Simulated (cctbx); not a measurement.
# Diagnosing a refinement

Cell a = 3.5350 Å, b = 3.5350 Å, c = 22.2980 Å, α = 90.00°, β = 90.00°, γ = 120.00°; space group P-3m1 (no. 164). The compound is Ti3TlS6.

Simulated single-crystal data (cctbx): synchrotron X-rays, λ = 0.4959 Å, to d = 0.8 Å, 95 % of the full sphere, strongest reflection 20000 counts, noise from counting, a 6 % proportional error and a noise floor of 8 counts (s.d.); no absorption.

An anisotropic refinement with weights 1/σ² prints:

```text
Rint 0.046, 259 unique reflections to 0.80 A
cycle     R1     wR2    GooF  max shift (A)
   1  0.0321  0.1066   4.123   0.00187
   3  0.0155  0.0437   1.690   0.00001
final R1 0.0155 wR2 0.0437 GooF 1.690  parameters 16  data/parameter 16.2
atom        x        y        z      Ueq    occ   su(xyz)  su(Uiso or U11)
Tl1    0.00000  0.00000  0.50000   0.0020  1.000  0.00000  0.0002
Ti1    0.00000  0.00000  0.64732   0.0080  1.000  0.00006  0.0004
Ti2    0.00000  0.00000  0.00000   0.0093  1.000  0.00000  0.0005
S1     0.66667  0.33333  0.92983   0.0130  1.000  0.00010  0.0005
S2     0.66667  0.33333  0.28560   0.0115  1.000  0.00009  0.0006
S3     0.66667  0.33333  0.57655   0.0079  1.000  0.00008  0.0005
difference map: max 0.70 min -0.86 rms 0.17
Q1    0.0000  0.0000  0.4482    2    0.71  1.16 A from Tl1
Q2    0.3333  0.6667  0.7936    2    0.71  1.77 A from S2
Q3    0.3333  0.6667  0.2225    2    0.69  2.48 A from S2
Q4    0.0000  0.0000  0.5000    1    0.53  0.00 A from Tl1
Q5    0.3333  0.6667  0.5238    2    0.51  2.11 A from Tl1
Q6    0.0000  0.3020  0.0000    6    0.50  1.07 A from Ti2
```

**Question.** Can this result stand? If not, what is the likely fault?

Mend it. The fault: dispersion terms of the wrong wavelength (1.54184 Å). Against the right model at the same level, R1 goes from 0.0112 to 0.0155 and GooF from 0.96 to 1.69, U of S3 swells from 0.0036 to 0.0079 Å², U of Ti1 swells from 0.0042 to 0.0080 Å², U of Ti2 swells from 0.0056 to 0.0093 Å² and U of Tl1 shrinks from 0.0032 to 0.0020 Å². f′ and f″ must be those of the data's wavelength; the error mimics a mistyped heavy atom. The signs are weak, and the output alone doesn't single this fault out.

The compound is Ti3TlS6. The right model at the same level gives:

```text
Rint 0.046, 259 unique reflections to 0.80 A
cycle     R1     wR2    GooF  max shift (A)
   1  0.0116  0.0271   1.050   0.00032
   2  0.0112  0.0249   0.963   0.00000
final R1 0.0112 wR2 0.0249 GooF 0.963  parameters 16  data/parameter 16.2
atom        x        y        z      Ueq    occ   su(xyz)  su(Uiso or U11)
Tl1    0.00000  0.00000  0.50000   0.0032  1.000  0.00000  0.0001
Ti1    0.00000  0.00000  0.64729   0.0042  1.000  0.00004  0.0002
Ti2    0.00000  0.00000  0.00000   0.0056  1.000  0.00000  0.0003
S1     0.66667  0.33333  0.92986   0.0088  1.000  0.00005  0.0003
S2     0.66667  0.33333  0.28564   0.0074  1.000  0.00005  0.0003
S3     0.66667  0.33333  0.57662   0.0036  1.000  0.00005  0.0003
difference map: max 0.58 min -0.61 rms 0.12
Q1    0.0000  0.0000  0.4486    2    0.58  1.15 A from Tl1
Q2    0.0000  0.0000  0.4092    2    0.53  1.26 A from Ti1
Q3    0.3333  0.6667  0.2309    2    0.52  2.38 A from S2
Q4    0.2551  0.5101  0.0893    6    0.39  0.64 A from S1
Q5    0.1086  0.2172  0.7107    6    0.38  1.38 A from S2
Q6    0.3333  0.6667  0.5286    2    0.36  2.14 A from Tl1
```

Isotropic U is held between 0.0001 and 1 Å² by the program, and listed peak heights are interpolated, so they can pass the grid's maximum.

The model was made for the exercise: a known structure type with other elements put in, its volume estimated, not relaxed; displacement parameters are assumed.

[Middle refinement cycles are left out of these outputs.]

[Logs are printed without paths, hosts, clocks, repeated set-up lines and the standing remarks that a program may print on its own settings, such as how far it seeks lower states.]
